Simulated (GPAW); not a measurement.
# Si K-edge XANES of Si2Mo (I4/mmm)

Aim: the dependence of the Si K near-edge features of Si2Mo (I4/mmm) on volume.

Program: GPAW 26.7.0. Level of theory: X-ray absorption from dipole matrix elements to empty bands, plane-wave PAW LDA. Results are calculated unless marked as measured.

The database entry behind the starting cell is an old determination (1927), so it need not match the best structure at ambient conditions.

## (1) The starting structure

Symmetry: I4/mmm, No. 139, tetragonal system. Conventional cell: a = 3.200 Å, b = 3.200 Å, c = 7.861 Å, α = 90.00°, β = 90.00°, γ = 90.00°. Nearest to Mo lie 10 Si at 2.62 Å. Si has 5 Si at 2.61 to 2.63 Å and 5 Mo at 2.62 Å nearest. Farther neighbours are not listed.

As a file:

```cif
data_structure
_symmetry_space_group_name_H-M 'P 1'
_symmetry_Int_Tables_number 1
_cell_length_a 4.5353
_cell_length_b 4.5353
_cell_length_c 4.5353
_cell_angle_alpha 138.684
_cell_angle_beta 138.684
_cell_angle_gamma 59.857
_cell_volume 40.25
loop_
_atom_site_label
_atom_site_type_symbol
_atom_site_fract_x
_atom_site_fract_y
_atom_site_fract_z
_atom_site_occupancy
Mo1 Mo 0.00000 0.00000 0.00000 1
Si2 Si 0.66700 0.66700 0.00000 1
Si3 Si 0.33300 0.33300 0.00000 1
```

## (2) Ground state of the crystal

A plain self-consistent run shows whether there is a gap, which decides the set-up of the core-hole run.

Input file scf.py:

```python
import numpy as np
from ase import Atoms
from ase.parallel import parprint, paropen
from gpaw import GPAW, PW, FermiDirac, Mixer, MixerDif, setup_paths
from gpaw.test import gen
setup_paths.insert(0, '.')
gen('Si', name='nch1s', xcname='LDA', corehole=(1, 0, 0), write_xml=True)
from gpaw.mpi import world
world.barrier()

atoms = Atoms('MoSi2',
    cell=[[-1.6, 1.6, 3.9305],
     [1.6, -1.6, 3.9305],
     [1.6, 1.6, -3.9305]],
    scaled_positions=[[0, 0, 0],
     [0.667, 0.667, 0],
     [0.333, 0.333, 0]],
    pbc=True)
atoms.calc = calc = GPAW(legacy_gpaw=True, mode=PW(430, force_complex_dtype=True), xc='LDA', setups={1: 'nch1s'},
    kpts={'size': (11, 11, 11), 'gamma': True}, occupations=FermiDirac(0.05),
    charge=0, mixer=Mixer(0.1, 5, 50), maxiter=150,
    convergence={'density': 0.0001, 'eigenstates': 1e-6}, txt='scf.txt')
energy = atoms.get_potential_energy() + calc.get_reference_energy()
ef = calc.get_fermi_level()
out = dict(energy=energy, fermi=ef, forces=atoms.get_forces().tolist())
parprint(f'all-electron energy {energy:.4f} eV, Fermi level {ef:.4f} eV')
ev = np.array([[calc.get_eigenvalues(k, s) for k in range(len(calc.get_ibz_k_points()))] for s in range(calc.get_number_of_spins())])
out['homo'], out['lumo'], out['counts'] = ev[ev < ef].max(), ev[ev > ef].min(), sorted(set((ev < ef).sum((0, 2)).tolist()))
out['filled'] = (ev[:, 0] < ef).sum(1).tolist()
import json
with paropen('out.json', 'w') as f:
    json.dump(out, f)
```

Started as:

```
> OMP_NUM_THREADS=1 mpirun -n 4 gpaw python scf.py
```

Numbers of over 12 decimals in the logs are rounded to 6 here.

The program printed:

```text
Input parameters:
  convergence: {density: 0.0001,
                eigenstates: 1e-06}
  kpts: {gamma: True,
         size: (11, 11, 11)}
  maxiter: 150
  mixer: {backend: pulay,
          beta: 0.1,
          method: separate,
          nmaxold: 5,
          weight: 50}
  mode: {ecut: 430.0,
         force_complex_dtype: True,
         name: pw}
  occupations: {fixmagmom: False,
                name: fermi-dirac,
                width: 0.05}
  setups: {1: nch1s}

Initialize ...

[... PAW data sets ...]

Reference energy: -125737.239412  # eV

Spin-paired calculation

[... convergence settings ...]
Symmetries present (total): 8
  [... symmetry matrices ...]

1331 k-points: 11 x 11 x 11 Monkhorst-Pack grid
126 k-points in the irreducible part of the Brillouin zone
       k-points in crystal coordinates                weights
   0:     0.00000000    0.00000000    0.00000000          1/1331
   1:     0.09090909   -0.09090909    0.00000000          4/1331
   2:     0.09090909   -0.09090909    0.09090909          4/1331
   3:     0.09090909    0.00000000    0.00000000          8/1331
   4:     0.09090909    0.09090909   -0.09090909          2/1331
   5:     0.18181818   -0.18181818    0.00000000          4/1331
   6:     0.18181818   -0.18181818    0.09090909          8/1331
   7:     0.18181818   -0.18181818    0.18181818          4/1331
   8:     0.18181818   -0.09090909    0.00000000         16/1331
   9:     0.18181818   -0.09090909    0.09090909          8/1331
          ...
 125:     0.45454545    0.45454545    0.45454545          8/1331

Wave functions: Plane wave expansion
  Cutoff energy: 430.000 eV
  Number of coefficients (min, max): 804, 849
  Pulay-stress correction: 0.000000 eV/Ang^3 (de/decut=0.000000)
  Using FFTW library
  Wavefunction extrapolation:
    Improved wavefunction reuse through dual PAW basis

Occupation numbers: Fermi-Dirac:
  width: 0.0500  # eV

Eigensolver
   Davidson(niter=2)

Densities:
  Coarse grid: 24*24*24 grid
  Fine grid: 48*48*48 grid
  Total Charge: 0.000000

Density mixing:
  Method: separate
  Backend: pulay
  Linear mixing parameter: 0.1
  old densities: 5
  Width of damping distribution: 1.1
  Damping of long wavelength oscillations: 50

[... Hamiltonian set-up ...]
Number of atoms: 3
Number of atomic orbitals: 21
Number of bands in calculation: 18
Number of valence electrons: 22
Bands to converge: occupied

... initialized

Initializing position-dependent things.

Density initialized from atomic densities
Creating initial wave functions:
  18 bands from LCAO basis set

       Si

       Si

       Mo

Atomic positions and initial magnetic moments

Positions:
   0 Mo     0.000000    0.000000    0.000000    ( 0.0000,  0.0000,  0.0000)
   1 Si    -0.000000    0.000000    5.243287    ( 0.0000,  0.0000,  0.0000)
   2 Si     0.000000   -0.000000    2.617713    ( 0.0000,  0.0000,  0.0000)

Unit cell:
           periodic     x           y           z      points  spacing
  1. axis:    yes   -1.600000    1.600000    3.930500    24     0.1235
  2. axis:    yes    1.600000   -1.600000    3.930500    24     0.1235
  3. axis:    yes    1.600000    1.600000   -3.930500    24     0.0943

  Lengths:   4.535287   4.535287   4.535287
  Angles:  138.683989 138.683989  59.857036

Effective grid spacing dv^(1/3) = 0.1428

iter:   1   -27.101453
iter:   2   -26.620201   -0.96  -1.12
iter:   3   -26.186493   -1.36  -1.19
iter:   4   -26.279044   -2.03  -1.33
iter:   5   -26.120880   -1.59  -1.37
iter:   6   -26.104126   -3.04  -2.14
iter:   7   -26.104004   -3.52  -2.56
iter:   8   -26.104058c  -3.77  -2.64
iter:   9   -26.103408c  -4.38  -2.90
iter:  10   -26.103410c  -5.59  -3.68
iter:  11   -26.103407c  -6.91c -3.85
iter:  12   -26.103419c  -5.96  -3.96
iter:  13   -26.103406c  -6.18c -3.89
iter:  14   -26.103406c  -7.39c -4.96c

Converged after 14 iterations.

Dipole moment: (0.000000, -0.000000, 0.000000) |e|*Ang

Energy contributions relative to reference atoms: (reference = -125737.239412)

Kinetic:         +0.721276
Potential:       -1.305329
External:        +0.000000
XC:             -25.274705
Entropy (-ST):   -0.002920
Local:           -0.243188
SIC:             +0.000000
--------------------------
Free energy:    -26.104866
Extrapolated:   -26.103406

Showing only first 2 kpts
 Kpt  Band  Eigenvalues  Occupancy
  0     9      9.24688    2.00000
  0    10     12.29614    0.00031
  0    11     14.90857    0.00000
  0    12     15.16668    0.00000

  1     9     10.00377    2.00000
  1    10     11.42269    1.99967
  1    11     14.28709    0.00000
  1    12     15.23154    0.00000

Fermi level: 11.85816

No gap
No difference between direct/indirect transitions

Forces in eV/Ang:
  0 Mo    0.00000   -0.00000   -0.00000
  1 Si    0.00000    0.00000   -0.35952
  2 Si    0.00000    0.00000    0.35952
Scalar-relativistic atomic LDA calculation for Si (Silicon, Z=14)
Core hole in 1s state (1s occupation: 2.0)
450 radial gridpoints.
|------------------------------------------------|
|------------------------------------------------|
[... the atom generator's iteration count ...]

Energy contributions:
-------------------------
Kinetic:     +289.200818
XC:           -19.595459
Potential:   -558.407745
-------------------------
Total:       -288.802385

state      eigenvalue         ekin         rmax
-----------------------------------------------
1s^2.0 :   -65.348349    92.179850        0.073
2s^2.0 :    -5.098251    13.047377        0.456
2p^6.0 :    -3.513548    12.237934        0.387
3s^2.0 :    -0.399754     1.628943        1.773
3p^2.0 :    -0.152955     1.030438        2.146
-----------------------------------------------
(units: Bohr and Hartree)

Generating PAW setup
Kinetic energy of the core from tauc = 284.492433
Cutoffs:
rc(s)=2.000
rc(p)=2.000
rc(d)=2.000
rc(vbar)=1.800
rc(comp)=2.000
rc(nct)=2.000

Kinetic energy of the core states: 283.882055
Charge: 0.0
Core electrons: 10.0
Valence electrons: 4.0
Pseudo-core charge: 0.185992
Shape function alpha=2.500
Pseudo-electron charge 4.425116
state    eigenvalue         norm
--------------------------------
3s(2) :    -0.399754     1.114161
*s    :     0.600246
3p(2) :    -0.152955     1.005401
*p    :     0.847045
*d    :     0.000000
--------------------------------

Diagonalizing with gridspacing h=0.050

state   all-electron     PAW
-------------------------------
3s:      -0.399754    -0.399911
3p:      -0.152955    -0.153089
*d:                    0.032715
*f:                    0.069217
-------------------------------
all-electron energy -125763.3428 eV, Fermi level 11.8582 eV
```

Elapsed: 17 s, on 4 MPI ranks of Arm Neoverse V2, shared host; peak memory 0.19 GiB; 68 s of CPU time.

The mesh shows no gap, so the system is treated as a metal and the core electron is put at the Fermi level (neutral cell).

## (3) Reference energy of the supercell

The photon energy needs a difference of total energies, so the cell and mesh of the coming hole run are first run without a hole.

scf.py, as its differences from that of step 2:

```diff
@@ -10,12 +10,24 @@
 
-atoms = Atoms('MoSi2',
-    cell=[[-1.6, 1.6, 3.9305],
-     [1.6, -1.6, 3.9305],
-     [1.6, 1.6, -3.9305]],
+atoms = Atoms('Mo5Si10',
+    cell=[[1.6, 4.8, -3.9305],
+     [4.8, -1.6, -3.9305],
+     [-1.6, -4.8, -3.9305]],
     scaled_positions=[[0, 0, 0],
-     [0.667, 0.667, 0],
-     [0.333, 0.333, 0]],
+     [0.2, 0.4, 0.4],
+     [0.6, 0.2, 0.2],
+     [0.4, 0.8, 0.8],
+     [0.8, 0.6, 0.6],
+     [0.333, 0, 0.333],
+     [0.533, 0.4, 0.733],
+     [0.933, 0.2, 0.533],
+     [0.733, 0.8, 0.133],
+     [0.133, 0.6, 0.933],
+     [0.667, 0, 0.667],
+     [0.867, 0.4, 0.067],
+     [0.267, 0.2, 0.867],
+     [0.067, 0.8, 0.467],
+     [0.467, 0.6, 0.267]],
     pbc=True)
-atoms.calc = calc = GPAW(legacy_gpaw=True, mode=PW(430, force_complex_dtype=True), xc='LDA', setups={1: 'nch1s'},
-    kpts={'size': (11, 11, 11), 'gamma': True}, occupations=FermiDirac(0.05),
+atoms.calc = calc = GPAW(legacy_gpaw=True, mode=PW(430, force_complex_dtype=True), xc='LDA', setups={5: 'nch1s'},
+    kpts={'size': (5, 5, 5), 'gamma': True}, occupations=FermiDirac(0.1),
     charge=0, mixer=Mixer(0.1, 5, 50), maxiter=150,
```

The program printed:

```text
Input parameters:
  convergence: {density: 0.0001,
                eigenstates: 1e-06}
  kpts: {gamma: True,
         size: (5, 5, 5)}
  maxiter: 150
  mixer: {backend: pulay,
          beta: 0.1,
          method: separate,
          nmaxold: 5,
          weight: 50}
  mode: {ecut: 430.0,
         force_complex_dtype: True,
         name: pw}
  occupations: {fixmagmom: False,
                name: fermi-dirac,
[...]
3s(2) :    -0.399754     1.114161
*s    :     0.600246
3p(2) :    -0.152955     1.005401
*p    :     0.847045
*d    :     0.000000
--------------------------------

Diagonalizing with gridspacing h=0.050

state   all-electron     PAW
-------------------------------
3s:      -0.399754    -0.399911
3p:      -0.152955    -0.153089
*d:                    0.032715
*f:                    0.069217
-------------------------------
all-electron energy -628816.7135 eV, Fermi level 11.8844 eV
[key lines of the parts left out:]
Converged after 16 iterations.
Dipole moment: (0.000000, -0.000000, 0.000000) |e|*Ang
Free energy:   -130.545176
Fermi level: 11.88437
```

The job ended after 46 s (4 MPI ranks; peak memory 0.31 GiB).

Reference energy: -628816.713 eV with the cores included.

[end of part 1 of 3]

[Banner, clock and machine lines of the logs are left out without a mark of their own.]

[Logs are printed without paths, hosts, clocks, repeated set-up lines and the standing remarks that a program may print on its own settings, such as how far it seeks lower states.]

[Hosts, paths, dates, database ids (printed as entryN), source tags and the programs' standing remarks are cut or masked in the printed files.]

[Lists of maxima count a maximum above −3 eV only where it reaches 4 % of the highest in the window and stands out from its surroundings by 2 % of it (1.5 % where it reaches 55 %); shoulders and weaker maxima are passed over, and of the rest the first, up to two pre-edge ones and the few strongest are named.]
